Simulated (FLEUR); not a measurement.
# CoC2S2N2: moments or none, part 2 of 2

Aim: find out whether CoC2S2N2 carries moments when they start parallel, and what they gain.

FLEUR MaX-R8.1; PBE with U = 3.5 eV on Co d; all-electron FLAPW, Dirac cores, scalar-relativistic bands.

So far. Step 2 (Start 1: ferro +): After 95 cycles the largest moment stands at 2.58 μB.

## Step 3: Order 2, typed as no spin polarisation

A spinless run shows what the cell costs with no moments; under a U that can hold a penalty on part-filled orbitals beside the lost exchange.

Input file inp.xml:

```
<?xml version="1.0" encoding="UTF-8" standalone="no"?>
<fleurInput fleurInputVersion="0.39">
   <comment>
      CoC2S2N2
   </comment>
   <calculationSetup>
      <cutoffs Kmax="4.4" Gmax="13.2" GmaxXC="13.2" numbands="0"/>
      <scfLoop itmax="120" minDistance="0.0001" maxIterBroyd="15" imix="Anderson" alpha="0.05" precondParam="0.0" spinf="2.0" sdNocoIR="T"/>
      <coreElectrons ctail="T" frcor="F" kcrel="0" coretail_lmax="0"/>
      <xcFunctional name="pbe" relativisticCorrections="F"/>
      <magnetism jspins="1"/>
      <soc l_soc="F" theta="0.0" phi="0.0" spav="F"/>
      <expertModes spex="0" secvar="F"/>
      <geometryOptimization l_f="F" forcealpha="1.0" forcemix="BFGS" epsdisp="0.00001" epsforce="0.00001"/>
      <ldaU l_linMix="F" mixParam="0.05" spinf="1.0"/>
   </calculationSetup>
   <cell>
      <bzIntegration valenceElectrons="47.0" mode="hist" fermiSmearingEnergy="0.00183747">
         <kPointListSelection listName="default-1"/>
         <xi:include xmlns:xi="http://www.w3.org/2001/XInclude" href="kpts.xml"> </xi:include>
      </bzIntegration>
      <xi:include xmlns:xi="http://www.w3.org/2001/XInclude" href="sym.xml"> </xi:include>
      <bulkLattice scale="1.0">
         <bravaisMatrix>
            <row-1>   10.0116745218245704    -3.5196527015899917     0.0000000000000000</row-1>
            <row-2>   10.0116745218245704     3.5196527015899917     0.0000000000000000</row-2>
            <row-3>   -3.1847383969940783     0.0000000000000000    11.2083192016111290</row-3>
         </bravaisMatrix>
      </bulkLattice>
   </cell>
   <atomSpecies>
      <species name="Cobalt (Co)" element="Co" atomicNumber="27">
         <mtSphere radius="2.69" gridPoints="889" logIncrement="0.014"/>
         <atomicCutoffs lmax="10" lnonsphr="8"/>
         <electronConfig flipSpins="F">
            <coreConfig>(1s1/2) (2s1/2) (2p1/2) (2p3/2)</coreConfig>
            <valenceConfig>(3s1/2) (3p1/2) (3p3/2) (4s1/2) (3d3/2) (3d5/2)</valenceConfig>
            <stateOccupation state="(3d3/2)" spinUp="1.400000" spinDown="1.400000"/>
            <stateOccupation state="(3d5/2)" spinUp="2.100000" spinDown="2.100000"/>
         </electronConfig>
         <energyParameters s="4" p="4" d="3" f="4"/>
         <ldaU l="2" U="3.5" J="0.0" l_amf="F"/>
         <lo type="SCLO" l="0" n="3" eDeriv="0"/>
         <lo type="SCLO" l="1" n="3" eDeriv="0"/>
      </species>
      <species name="Carbon (C)" element="C" atomicNumber="6">
         <mtSphere radius="1.05" gridPoints="349" logIncrement="0.028"/>
         <atomicCutoffs lmax="6" lnonsphr="4"/>
         <electronConfig flipSpins="F">
            <coreConfig>(1s1/2)</coreConfig>
            <valenceConfig>(2s1/2) (2p1/2) (2p3/2)</valenceConfig>
            <stateOccupation state="(2p1/2)" spinUp="0.333333" spinDown="0.333333"/>
            <stateOccupation state="(2p3/2)" spinUp="0.666667" spinDown="0.666667"/>
         </electronConfig>
         <energyParameters s="2" p="2" d="3" f="4"/>
      </species>
      <species name="Sulfur (S)" element="S" atomicNumber="16">
         <mtSphere radius="2.0" gridPoints="661" logIncrement="0.017"/>
         <atomicCutoffs lmax="8" lnonsphr="6"/>
         <electronConfig flipSpins="F">
            <coreConfig>(1s1/2) (2s1/2) (2p1/2) (2p3/2)</coreConfig>
            <valenceConfig>(3s1/2) (3p1/2) (3p3/2)</valenceConfig>
            <stateOccupation state="(3p1/2)" spinUp="0.666667" spinDown="0.666667"/>
            <stateOccupation state="(3p3/2)" spinUp="1.333333" spinDown="1.333333"/>
         </electronConfig>
         <energyParameters s="3" p="3" d="3" f="4"/>
      </species>
      <species name="Nitrogen (N)" element="N" atomicNumber="7">
         <mtSphere radius="1.05" gridPoints="349" logIncrement="0.029"/>
         <atomicCutoffs lmax="6" lnonsphr="4"/>
         <electronConfig flipSpins="F">
            <coreConfig>(1s1/2)</coreConfig>
            <valenceConfig>(2s1/2) (2p1/2) (2p3/2)</valenceConfig>
            <stateOccupation state="(2p1/2)" spinUp="0.500000" spinDown="0.500000"/>
            <stateOccupation state="(2p3/2)" spinUp="1.000000" spinDown="1.000000"/>
         </electronConfig>
         <energyParameters s="2" p="2" d="3" f="4"/>
      </species>
   </atomSpecies>
   <atomGroups>
      <atomGroup species="Cobalt (Co)">
         <relPos label="                   1">.0000000000 .0000000000 .0000000000</relPos>
         <force calculate="T" relaxXYZ="TTT"/>
      </atomGroup>
      <atomGroup species="Carbon (C)">
         <relPos label="                   2">-.2355700000 -.2355700000 .2186200000</relPos>
         <relPos label="                   3">.2355700000 .2355700000 -.2186200000</relPos>
         <force calculate="T" relaxXYZ="TTT"/>
      </atomGroup>
      <atomGroup species="Sulfur (S)">
         <relPos label="                   4">-.3814800000 -.3814800000 .2680600000</relPos>
         <relPos label="                   5">.3814800000 .3814800000 -.2680600000</relPos>
         <force calculate="T" relaxXYZ="TTT"/>
      </atomGroup>
      <atomGroup species="Nitrogen (N)">
         <relPos label="                   6">-.1380500000 -.1380500000 .1729400000</relPos>
         <relPos label="                   7">.1380500000 .1380500000 -.1729400000</relPos>
         <force calculate="T" relaxXYZ="TTT"/>
      </atomGroup>
   </atomGroups>
   <output dos="F" band="F" slice="F">
      <bandDOS minEnergy="-.5*Htr" maxEnergy="0.5*Htr" sigma="0.015" storeEVData="T"/>
      <plotting iplot="0" polar="F">
         <plot TwoD="T" vec1="  1.0  0.0  0.0" vec2="  0.0  1.0  0.0" vec3="  0.0  0.0  1.0" zero="  0.0  0.0  0.0" file="plot"/>
      </plotting>
      <moessbauerParams electricFieldGradient="F" isomerShift="F" coreHyperfine="F" valenceHyperfine="F"/>
   </output>
</fleurInput>
```

Input file crystal.txt:

```
CoC2S2N2
&input film=F cartesian=F /
5.29795000000  -1.86252000000  0.00000000000
5.29795000000  1.86252000000  0.00000000000
-1.68529098240  0.00000000000  5.93118709410
1.8897261246
1.0 1.0 1.0

7
27 0.00000000000  0.00000000000  0.00000000000
6 0.76443000000  0.76443000000  0.21862000000
6 0.23557000000  0.23557000000  0.78138000000
16 0.61852000000  0.61852000000  0.26806000000
16 0.38148000000  0.38148000000  0.73194000000
7 0.86195000000  0.86195000000  0.17294000000
7 0.13805000000  0.13805000000  0.82706000000

&kpt div1=6 div2=6 div3=6 gamma=T /
```

Command:

```sh
> OMP_NUM_THREADS=1 inpgen -f crystal.txt > inpgen.log  # inp.xml is then edited as shown
> OMP_NUM_THREADS=1 mpirun -n 4 fleur_MPI > fleur.log
```

What it wrote:

```text
[banner, memory and clock lines left out]
Welcome to FLEUR        (www.flapw.de)
      MaX-Release 8.1          (www.max-centre.eu)

 ========== k-point set info ==========
 Selected k-point list: default-1
 k-point list type: mesh
 6 x 6 x 6
 Number of k points: 68

 ------------Calculation Setup---------------------------
 Number of PE/node        :            4
 Number of OMP-threads    :            1
 k-points in parallel     :            4
 pe's per k-point         :            1
 No of k-point loops      :           17
 Eigenvalue solver        :       lapack
 Number of basis functions:         1194
 Approximate size of matrices (H+S) per k-point:         0.021 GB
 no density matrix found ... skipping LDA+U
Nuclear radius smaller than smallest radial mesh point for atom type 2 -- skipping its core isomer shift
 Reset of history
 Iteration:     1   Distance:      24.19046183 me/bohr^3
Nuclear radius smaller than smallest radial mesh point for atom type 2 -- skipping its core isomer shift
 Iteration:     2   Distance:      23.37884352 me/bohr^3
Nuclear radius smaller than smallest radial mesh point for atom type 2 -- skipping its core isomer shift
 Iteration:     3   Distance:      21.75562912 me/bohr^3
Nuclear radius smaller than smallest radial mesh point for atom type 2 -- skipping its core isomer shift
 Iteration:     4   Distance:      20.69519810 me/bohr^3
Nuclear radius smaller than smallest radial mesh point for atom type 2 -- skipping its core isomer shift
 Iteration:     5   Distance:      15.00028676 me/bohr^3
Nuclear radius smaller than smallest radial mesh point for atom type 2 -- skipping its core isomer shift
 Iteration:     6   Distance:      16.94026609 me/bohr^3
Nuclear radius smaller than smallest radial mesh point for atom type 2 -- skipping its core isomer shift
 Iteration:     7   Distance:       6.15343077 me/bohr^3
Nuclear radius smaller than smallest radial mesh point for atom type 2 -- skipping its core isomer shift
 Iteration:     8   Distance:       5.12201303 me/bohr^3
Nuclear radius smaller than smallest radial mesh point for atom type 2 -- skipping its core isomer shift
 Iteration:     9   Distance:       5.02676422 me/bohr^3
Nuclear radius smaller than smallest radial mesh point for atom type 2 -- skipping its core isomer shift
 Iteration:    10   Distance:       2.98191155 me/bohr^3
Nuclear radius smaller than smallest radial mesh point for atom type 2 -- skipping its core isomer shift
[... 13 iterations left out ...]
 Iteration:    24   Distance:       0.01970471 me/bohr^3
Nuclear radius smaller than smallest radial mesh point for atom type 2 -- skipping its core isomer shift
 Iteration:    25   Distance:       0.02405263 me/bohr^3
Nuclear radius smaller than smallest radial mesh point for atom type 2 -- skipping its core isomer shift
 Iteration:    26   Distance:       0.00951102 me/bohr^3
Nuclear radius smaller than smallest radial mesh point for atom type 2 -- skipping its core isomer shift
 Iteration:    27   Distance:       0.00254358 me/bohr^3
Nuclear radius smaller than smallest radial mesh point for atom type 2 -- skipping its core isomer shift
 Iteration:    28   Distance:       0.00153279 me/bohr^3
Nuclear radius smaller than smallest radial mesh point for atom type 2 -- skipping its core isomer shift
 Iteration:    29   Distance:       0.00071190 me/bohr^3
Nuclear radius smaller than smallest radial mesh point for atom type 2 -- skipping its core isomer shift
 Iteration:    30   Distance:       0.00027997 me/bohr^3
Nuclear radius smaller than smallest radial mesh point for atom type 2 -- skipping its core isomer shift
 Iteration:    31   Distance:       0.00025250 me/bohr^3
Nuclear radius smaller than smallest radial mesh point for atom type 2 -- skipping its core isomer shift
 Iteration:    32   Distance:       0.00018864 me/bohr^3
Nuclear radius smaller than smallest radial mesh point for atom type 2 -- skipping its core isomer shift
 Iteration:    33   Distance:       0.00007978 me/bohr^3

 ********************************************************************
 Run finished successfully
 Stop message:
   all done
 ********************************************************************

--- out.xml (last complete iteration) ---
<iteration numberForCurrentRun="   33" overallNumber="   33">
         [... left out ...]
         <bandgap value="0.0029030623" units="eV"/>
         <sumValenceSingleParticleEnergies value="-21.9271046125" units="Htr"/>
         <FermiEnergy value="0.1729932780" units="Htr"/>
         <valenceDensity>
            <mtCharges spin="1">
               <mtCharge atomType="1" total="16.8576972" s="2.4384177" p="6.5950207" d="7.6585981" f="0.1081171"/>
               <mtCharge atomType="2" total="1.1634845" s="0.3805133" p="0.7673889" d="0.0130714" f="0.0021118"/>
               <mtCharge atomType="3" total="3.9670669" s="1.3905218" p="2.4580402" d="0.0976780" f="0.0152863"/>
               <mtCharge atomType="4" total="1.9589716" s="0.6609841" p="1.2876166" d="0.0090470" f="0.0011076"/>
            </mtCharges>
            <spinDependentCharge spin="1" total="47.0000000" interstitial="15.9632567" mtSpheres="31.0367433"/>
            <totalCharge value="47.0000000000"/>
         </valenceDensity>
         [... left out ...]
         <totalEnergy value="    -2377.2297272414" units="Htr">
            <sumOfEigenvalues value="    -1351.4408856305">
               <coreElectrons value="-1329.5137810180"/>
               <valenceElectrons value="-21.9271046125"/>
            </sumOfEigenvalues>
            <densityCoulombPotentialIntegral value="-3576.2185001115"/>
            <densityEffectivePotentialIntegral value="-3751.2020675406"/>
            <chargeDenXCDenIntegral value="-135.2641783137"/>
            <FockExchangeEnergyValence value="0.0000000000"/>
            <FockExchangeEnergyCore value="0.0000000000"/>
         [... left out ...]
            <dftUCorrection value="-0.4187056372"/>
            <tkbTimesEntropy value="0.0015833410"/>
            <freeEnergy value="-2377.2313105824"/>
            <extrapolationTo0K value="-2377.2305189119"/>
         </totalEnergy>
         [... left out ...]
         <ldaUDensityMatrixConvergence>
            <distance spin="1" distance="0.000010"/>
         </ldaUDensityMatrixConvergence>
         <densityConvergence units="me/bohr^3">
            <chargeDensity spin="1" distance="0.0000797814"/>
         </densityConvergence>
      </iteration>
```

Elapsed: 5 min, on 4 MPI ranks of Intel Xeon Platinum 8488C (Sapphire Rapids), shared host; peak memory 0.57 GiB.

Numbers from this step:

```
free energy                                                       : -64687.7594 eV
program's band gap on this mesh (in a metal only a level spacing) : 0.002903 eV
final state                                                       : non-magnetic (no spin polarisation)
```

It lies 1397 meV a seeded atom over the first start.

## Step 4: Ranking

Free energies are divided by the number of seeded atoms.

Orders:

| start | final state | typed order kept | energy over the lowest (meV a seeded atom) | largest sphere moment (μB) | net moment (μB a primitive cell) | mesh matched | CPU time (s) |
| --- | --- | --- | --- | --- | --- | --- | --- |
| ferro + | ferromagnetic | yes | 0 | 2.583 | 3 | yes | 6559 |
| no spin polarisation | non-magnetic | - | 1397 | 0 | 0 | yes | 1192 |

## Step 5: Summary of results

| Quantity | Value |
| --- | --- |
| lower run | with moments |
| largest site spin moment | 2.58 μB |
| spinless run over the lowest (under a U no clean measure of the moments) | 1397 meV a seeded atom |

The crystal holds moments, up to 2.58 μB, and the spinless run lies 1397 meV a seeded atom higher. Under a U a spinless run can be left with part-filled orbitals, which the U penalises, or fall into a low-spin state, so its energy is no clean measure of what the moments gain. No antiferromagnetic order was tried, so the session says nothing on how the moments order.

[Logs and program files are shortened in this print: banners, set-up blocks, solver, clock and traceback lines can be left out without a mark of their own.]

[Logs are printed without paths, hosts, clocks, repeated set-up lines and the standing remarks that a program may print on its own settings, such as how far it seeks lower states.]

[Hosts, paths, dates, database ids (printed as entryN), source tags and the programs' standing remarks are cut or masked in the printed files.]

[Where a cell is said to come from a database of computed structures, the database is the Materials Project.]
